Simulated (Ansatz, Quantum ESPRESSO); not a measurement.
# ScB (Pm-3m): zone-centre phonons, part 2 of 2

Aim: the zone-centre modes of ScB (Pm-3m).

Quantum ESPRESSO 7.5; DFT PBE, scalar-relativistic, plane waves, PseudoDojo norm-conserving pseudopotentials.

So far. Step 5 (Linear response at Γ): The acoustic modes at Γ come out as far as 15.9 cm⁻¹ from zero, where they should vanish, a sizeable error of basis and grid. The relaxed cell has a = 2.963 Å (conventional setting).

The structure was built from a prototype and need not be the compound's stable phase.

## Step 6: Modes with the sum rule

A rigid shift of the crystal must cost nothing, but grids and finite bases break this; the acoustic sum rule is imposed before the matrix is diagonalised again.

File dynmat.in:

```
&INPUT
  fildyn = 'g.dyn'
  asr    = 'simple'
  fileig = 'dynmat.eig'
/
```

Command:

```sh
dynmat.x -in dynmat.in > dynmat.out
```

Numbers of over 12 decimals in the logs are rounded to 6 here.

Output:

```text
[banner, memory and clock lines left out]
Program DYNMAT v.7.5

     Reading Dynamical Matrix from file g.dyn
     ...Force constants read
     ...epsilon and Z* not read (not found on file)
     A direction for q was not specified:TO-LO splitting will be absent

     Polarizability (A^3 units)
     multiply by 1.000000 for Clausius-Mossotti correction
         0.000000    0.000000    0.000000
         0.000000    0.000000    0.000000
         0.000000    0.000000    0.000000

     IR activities are in (D/A)^2/amu units

# mode   [cm-1]    [THz]      IR
    1      0.00    0.0000    0.0000
    2      0.00    0.0000    0.0000
    3      0.00    0.0000    0.0000
    4    330.35    9.9036    0.0000
    5    330.35    9.9036    0.0000
    6    330.35    9.9036    0.0000
```

Run time: 0.48 s. Hardware: 1 thread of Arm Neoverse V2, shared host.

Numbers from this step:

```yaml
highest_optical_zone_centre_mode_no_lo_to_term: 330.4 cm⁻¹
lowest_optical_zone_centre_mode: 330.4 cm⁻¹
```

Unit eigenvectors of the mass-weighted matrix after the sum rule; no LO-TO term. Modes at Γ, with each element's share of the kinetic energy:

```
mode  frequency (cm⁻¹)  symmetry  Sc %  B %
   1               0.0  acoustic    81   19
   2               0.0  acoustic    81   19
   3               0.0  acoustic    81   19
   4             330.4       T1u    19   81
   5             330.4       T1u    19   81
   6             330.4       T1u    19   81
```

Displacements in mode 5 (330.4 cm⁻¹), the largest set to 1:
```
Sc1  0.00  0.00 -0.24
B2   0.00  0.00  1.00
```

The rule moves no optical mode by more than 0.2 cm⁻¹.

## Step 7: Sum rules set otherwise: a sum rule for molecules or wires on a crystal

This rule also removes rotations, which suits molecules and not a crystal; it is tried to see the harm.

File dynmat.in:

```
&INPUT
  fildyn = 'g.dyn'
  asr    = 'zero-dim'
  fileig = 'dynmat.eig'
/
```

Command:

```sh
dynmat.x -in dynmat.in > dynmat.out
```

Output:

```text
[banner, memory and clock lines left out]
Program DYNMAT v.7.5

     Reading Dynamical Matrix from file g.dyn
     ...Force constants read
     ...epsilon and Z* not read (not found on file)
     Acoustic Sum Rule: || Z*(ASR) - Z*(orig)|| =    0.000000E+00
     Acoustic Sum Rule: ||dyn(ASR) - dyn(orig)||=    2.028433E-01
     A direction for q was not specified:TO-LO splitting will be absent

     Polarizability (A^3 units)
     multiply by 1.000000 for Clausius-Mossotti correction
         0.000000    0.000000    0.000000
         0.000000    0.000000    0.000000
         0.000000    0.000000    0.000000

     IR activities are in (D/A)^2/amu units

# mode   [cm-1]    [THz]      IR
    1     -0.00   -0.0000    0.0000
    2     -0.00   -0.0000    0.0000
    3     -0.00   -0.0000    0.0000
    4     -0.00   -0.0000    0.0000
    5      0.00    0.0000    0.0000
    6    329.74    9.8853    0.0000
```

It took 0.48 s on 1 thread.

The run ended normally, but on settings that are not sound.

The fault: a sum rule for molecules or wires on a crystal; 2 optical modes are projected out to zero frequency, as if they were rotations.

For a crystal the rule has to be 'simple' or 'crystal'.

Zone-centre frequencies as printed; negative means imaginary. Modes:

```
mode  frequency (cm⁻¹)
   1                 0
   2                 0
   3                 0
   4                 0
   5                 0
   6             329.7
```

## Step 8: Sum rules set otherwise (asr crystal)

The rule can be imposed in more than one way; the choices should agree where the raw error is small.

File dynmat.in:

```
&INPUT
  fildyn = 'g.dyn'
  asr    = 'crystal'
  fileig = 'dynmat.eig'
/
```

Command:

```sh
dynmat.x -in dynmat.in > dynmat.out
```

Output:

```text
[banner, memory and clock lines left out]
Program DYNMAT v.7.5

     Reading Dynamical Matrix from file g.dyn
     ...Force constants read
     ...epsilon and Z* not read (not found on file)
     Acoustic Sum Rule: || Z*(ASR) - Z*(orig)|| =    0.000000E+00
     Acoustic Sum Rule: ||dyn(ASR) - dyn(orig)||=    1.588080E-03
     A direction for q was not specified:TO-LO splitting will be absent

     Polarizability (A^3 units)
     multiply by 1.000000 for Clausius-Mossotti correction
         0.000000    0.000000    0.000000
         0.000000    0.000000    0.000000
         0.000000    0.000000    0.000000

     IR activities are in (D/A)^2/amu units

# mode   [cm-1]    [THz]      IR
    1     -0.00   -0.0000    0.0000
    2      0.00    0.0000    0.0000
    3      0.00    0.0000    0.0000
    4    329.74    9.8853    0.0000
    5    329.74    9.8853    0.0000
    6    329.74    9.8853    0.0000
```

The job ended after 0.48 s (1 thread).

Read from the output:

| Item | Value |
| --- | --- |
| highest optical zone-centre mode (no LO-TO term) | 329.7 cm⁻¹ |
| lowest optical zone-centre mode | 329.7 cm⁻¹ |

Zone-centre frequencies as printed; negative means imaginary. Modes:

```csv
mode,frequency (cm⁻¹)
1,0
2,0
3,0
4,329.7
5,329.7
6,329.7
```

Against the first rule no mode moves by more than 0.7 cm⁻¹.

## Step 9: Cross-check with Ansatz

The same cell goes through another code, with its own cutoff. It uses its own PAW datasets, so the potentials differ. Its k mesh is centred on Γ.

This step: DFT PBE, scalar-relativistic, plane waves, PAW (Ansatz 0.2.0).

File input.yaml:

```yaml
crystal:
  lattice:
    - [2.962605749, 0.0, 0.0]
    - [0.0, 2.962605749, 0.0]
    - [0.0, 0.0, 2.962605749]
  atoms:
    - { symbol: Sc, position: [0.5, 0.5, 0.5] }
    - { symbol: B, position: [0.0, 0.0, 0.0] }
kpoints:
  mp_grid: { grid: [12, 12, 12] }
hamiltonian:
  xc: pbe
scf:
  occupations: { method: cold, width: 0.27211 }
output:
  eigenvalues: true
phonons:
  method: dfpt
```

Command:

```sh
ansatz run input.yaml --threads 4 --pin off --max-ram 8192MiB --backend cpu --events-out ev --progress --plain --runs-dir out
```

Output:

```text
Engine: ansatz 0.2.0, aarch64-unknown-linux-gnu
Pseudopotentials: kind: paw
Pseudopotential: Sc, paw, valence charge 11, recommended cutoff 420 eV (normal), Sc.paw.azcp
Pseudopotential: B, paw, valence charge 3, recommended cutoff 420 eV (normal), B.paw.azcp
Functional definition: PBE
  parameter kappa = 0.804
  parameter beta = 0.066725
  exchange = pbe_x(kappa = kappa, mu = beta*pi^2/3)
  correlation = pbe_c(beta = beta)
Crystal: 2 atoms, lattice volume = 26.003 Å³
Basis set: ecut = 420 eV, 485 PW (Γ), exchange–correlation on 40×40×40 points (8 copies of the dense FFT grid, shifted against one another)
Bands: 11, of which v1, the nominal top of the filled ones, is band 7 counted from 1 (6 counted from 0)
Symmetry: 48 space group operations
k-points: 196 of 1728 (irreducible under 8 space group operations, time reversal used)
Non-local potential: Sc, projectors of the file, l = 0: 3, l = 1: 2, l = 2: 3, l = 3: 1
Non-local potential: B, projectors of the file, l = 0: 2, l = 1: 2, l = 2: 1
PAW form: soft (Blöchl's): semilocal exchange-correlation on the pseudo side does not see the compensation charge
PAW one-centre angular grid: Sc, 590 points (default); XC on 64 Gauss nodes
PAW one-centre angular grid: B, 110 points (default); XC on 64 Gauss nodes
Initial density: superposition of atomic densities (neutral atoms: chi_scale 0, normalization atom), corrected by the library's trained network
Initial wavefunctions: pseudopotential atomic-orbital guess
Functional: x = pbe(κ = 0.804, μ = 0.219515), c = pbe(β = 0.066725)
SCF iter   1: F=—  HF=-2291.698954 eV  |F-HF|=—  |Δ(HF+E_count)|=         —  Δρ=8.81e-3  dr2=3.41e-2  ethr=1.77e-3  ⟨swp⟩=3.5  Hψ=9247  notcnv=0
preconditioner: auto → none  [metal: Δε(μ)=0.112 eV  Ē_g=6.173 eV  σ=0.272 eV  W_gap=0.24  n_scr=6 (ndim 8)  ℏωp=17.8 eV  f_vac=0.000  D(μ)=0.47/eV (n_scr^D=0)  sad-step TF]
SCF iter   2: F=—  HF=-2291.694175 eV  |F-HF|=—  |Δ(HF+E_count)|=   4.78e-3  S|Δr|=    0.00e0  Δρ=5.54e-3  dr2=1.42e-2  ethr=2.44e-4  ⟨swp⟩=1.0  Hψ=3724  notcnv=0
SCF iter   3: F=—  HF=-2291.690773 eV  |F-HF|=—  |Δ(HF+E_count)|=   3.40e-3  S|Δr|=    0.00e0  Δρ=3.58e-4  dr2=1.81e-5  ethr=1.02e-4  ⟨swp⟩=2.3  Hψ=2707  notcnv=0
SCF iter   4: F=—  HF=-2291.690787 eV  |F-HF|=—  |Δ(HF+E_count)|=   1.34e-5  S|Δr|=    0.00e0  Δρ=7.48e-5  dr2=1.66e-6  ethr=1.30e-7  ⟨swp⟩=2.5  Hψ=3117  notcnv=0
SCF iter   5: F=—  HF=-2291.690787 eV  |F-HF|=—  |Δ(HF+E_count)|=   1.52e-7  S|Δr|=    0.00e0  Δρ=7.71e-6  dr2=1.60e-8  ethr=1.19e-8  ⟨swp⟩=2.7  Hψ=3296  notcnv=0
SCF iter   6: F=—  HF=-2291.690787 eV  |F-HF|=—  |Δ(HF+E_count)|=  7.00e-10  S|Δr|=    0.00e0  Δρ=1.09e-6  dr2=1.33e-10  ethr=1.14e-10  ⟨swp⟩=2.0  Hψ=2706  notcnv=0
SCF iter   7: F=-2291.690787 eV  HF=-2291.690787 eV  |F-HF|=4.55e-13  |Δ(HF+E_count)|=  2.96e-11  S|Δr|=    0.00e0  Δρ=4.09e-8  dr2=5.48e-13  ethr=1.00e-12  ⟨swp⟩=5.0  Hψ=8005  notcnv=0
the search or the solves at the SCF's close seem to have found levels that the self-consistency loop had missed (the run counts 2). By its estimate they hold under 1e-12 electrons; where the run keeps them, the occupations were computed again with them
SCF 1 converged in 7 iterations: F = -2291.690787 eV  dr2 = 5.48e-13
  greatest PAW one-centre occupation: 0.998 electrons in one spin orbital (limit 2), on the Sc atom at site 0 (counted from 0), in its partial waves of l = 0
DFPT response loops at Γ: preconditioner auto → Kerker (q_TF=auto, 2.461 Å⁻¹) (partly filled bands, converged f_vac=0.000); β = 1.00, the filter's whole step (`scf.mixing.beta` (0.50) is not read by the response loops under this deck's `scf.mixing.preconditioner`; to damp them name `kerker` or `kerker_dos`, under which they read `scf.mixing.beta`, and type it under 1.00, their step now; both keys bind the ground state too); Broyden in place of MSR1
SCF converged after 7 iterations
Stability not checked: this state was not tested for a lower state beside it, because cold or Methfessel-Paxton smearing, or corrected tetrahedra, fill the levels in a way that the test cannot read (fill_not_monotonic; see scf.lower_state_search)
Free energy (F): -2291.690787 eV
Harris-Foulkes:  -2291.690787 eV  (|F-HF|=4.55e-13)
Internal energy: -2291.696328 eV  (E = F + TS)
E sigma→0 (E₀):  -2291.692634 eV
Entropy (-TS):   0.005542 eV (2.771 meV/atom)
Fermi energy:    11.928982 eV
--- Per-component energies (eV) ---
  E_band       = -119.027230
  E_kinetic    = 307.575043
  E_local      = -761.945250  (includes V_loc(G=0)·N_el)
  E_nonlocal   = 95.003612
  E_hartree    = 263.347864
  E_xc         = -136.618845
  E_vxc        = -167.607864  (∫ρ·V_xc dr)
  E_paw        = -1034.043652  (= ΣΔE_a)
  E_vpaw       = -118.748489  (= ΣTr[D̂ρ^β])
  E_aug_tail   = 0.000007  (compensation charges beyond the density's cutoff)
  E_ewald      = -1025.015107
  E_smearing   = 0.005542  (= −TS)
  E_closure    = 0.000000  (closes the sum)
  Σ components = -2291.690787   (vs F -2291.690787, Δ=0.00e0)
--- Band table (eV; the first three rows and the last of 196) ---
  k-point 0: bands = [... 3 lower, -15.5049, 2.2415, 11.4678, 11.4678, 14.6828, 14.6828, 14.6828, 16.0337]
  k-point 1: bands = [... 3 lower, -15.5011, 2.3636, 11.3180, 11.5205, 14.3307, 14.3307, 14.6467, 16.0489]
  k-point 2: bands = [... 3 lower, -15.4907, 2.7198, 10.7726, 11.6697, 13.7293, 13.7293, 14.7734, 16.0906]
  k-point 195: bands = [... 3 lower, -15.8973, 8.2503, 8.2503, 8.2503, 9.4761, 17.3108, 17.3108, 19.0294]
--- Phonons (Γ-DFPT): 2 representative perturbations + reference, on 196 of 1728 k-points (Σ response iterations 6) ---
  k mesh reduced under 8 symmetry operations, with k and −k counted as one. Each operation leaves every solved perturbation unchanged. A smaller set is not used because it would not reduce the number of displacements times k-points to solve
  ASR residual: 5.817e-6 → 0.000e0 eV/Å²; symmetrization residual: 5.446e-7 eV/Å²
  ASR residual per site (eV/Å²): 5.82e-6 1.39e-6
  Γ frequencies (cm⁻¹): 0.00 0.00 0.00 329.15 329.15 329.15
  non-analytic LO–TO correction: not included (Born effective charges unavailable; polar crystals: no LO–TO splitting at Γ)
```

It took 3.3 s on 4 threads; peak memory 0.46 GiB.

Numbers from this step:

| Item | Value |
| --- | --- |
| sum-rule residual before enforcement | 5.82e-6 eV/Å² |
| highest optical zone-centre mode (no LO-TO term) | 329.1 cm⁻¹ |
| lowest optical zone-centre mode | 329.1 cm⁻¹ |

## Step 10: The two compared: QE PseudoDojo and Ansatz, PAW

Worked out from the results:

* root-mean-square difference: 1.2 cm⁻¹
* largest difference: 1.2 cm⁻¹

Frequencies side by side, by row:

```
q (reciprocal lattice)  mode  QE PseudoDojo (cm⁻¹)  Ansatz, PAW (cm⁻¹)
                 0 0 0     1                     0                   0
                 0 0 0     2                     0                   0
                 0 0 0     3                     0                   0
                 0 0 0     4                 330.4               329.1
                 0 0 0     5                 330.4               329.1
                 0 0 0     6                 330.4               329.1
```

At the zone centre the largest difference (acoustic modes at Γ apart) is 0.4 % of the highest mode.

## Step 11: What came out

| Item | Value |
| --- | --- |
| space group after relaxation | Pm-3m |
| volume per atom | 13.0 Å³ |
| highest optical zone-centre mode (no LO-TO term) | 330.4 cm⁻¹ |
| imaginary optical modes at the zone centre (no q mesh in this session) | none |
| largest difference from Ansatz, PAW | 1.2 cm⁻¹ |

**Reading.** At the PBE level the optical modes of ScB (Pm-3m) at the zone centre lie at 330 cm⁻¹. The base run is for a cell under 0.30 GPa; after a relaxation such a stress comes from settings that changed since (cutoff, k mesh or smearing). QE PseudoDojo and Ansatz, PAW differ by 1.2 cm⁻¹ in the root mean square and by 1.2 cm⁻¹ at most, 0.4 % of the highest mode compared (acoustic modes at Γ left out); the two use different potentials, and the cell was not relaxed for the second set. These are harmonic frequencies at zero temperature: anharmonic shifts and linewidths and thermal expansion are left out. In a metal the frequencies hang on the k mesh and the smearing, most of all near Kohn anomalies. The structure is a hypothetical one, built on a prototype.

[Host names and launcher messages were left out of these logs when they were recorded.]

[Logs are printed without paths, hosts, clocks, repeated set-up lines and the standing remarks that a program may print on its own settings, such as how far it seeks lower states.]

[Hosts, paths, dates, database ids (printed as entryN), source tags and the programs' standing remarks are cut or masked in the printed files.]
